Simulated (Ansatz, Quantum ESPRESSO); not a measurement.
# Predicting the next point of a tunnelling series: vacuum gaps between two Al(111) faces

How the rows were computed: Quantum ESPRESSO 7.5 (pw.x, pwcond.x), PBE, GBRV ultrasoft; geometry as built. T is the transmission per spin at the Fermi level, averaged over the mesh across the current, in a cell of 7.07 Å². The series steps the width of the vacuum gap.

| width (Å) | T |
| --- | --- |
| 4 | 0.348 |
| 5 | 0.0742 |
| 6 | 0.0131 |
| 7 | 0.00196 |
| 8 | 0.000292 |

**Question.** What is T at 9 Å?

**Worked estimate.** In the tunnelling regime ln T falls linearly. The last two rows give a slope of ln(0.00196/0.000292)/(8 − 7) = 1.904 per Å, so T(9) ≈ 0.000292 × exp(−1.904 × 1) = 4.35e−5.

What the calculation gave: T = 4.01e−5; the estimate is 1.09 times that. The slope over the last interval is 1.986: the same within 8 %. Points of the mesh with over 2.5 times the mean carry 80 % of this T, so the value leans on the mesh. A second code, Ansatz 0.2.0, gives 3.48e−5.

**Limits.** Short leads, unrelaxed atoms, a barrier without the image potential and an untested mesh. 1 more width failed or gave a T or channel count that the second code didn't bear out, and is not listed.
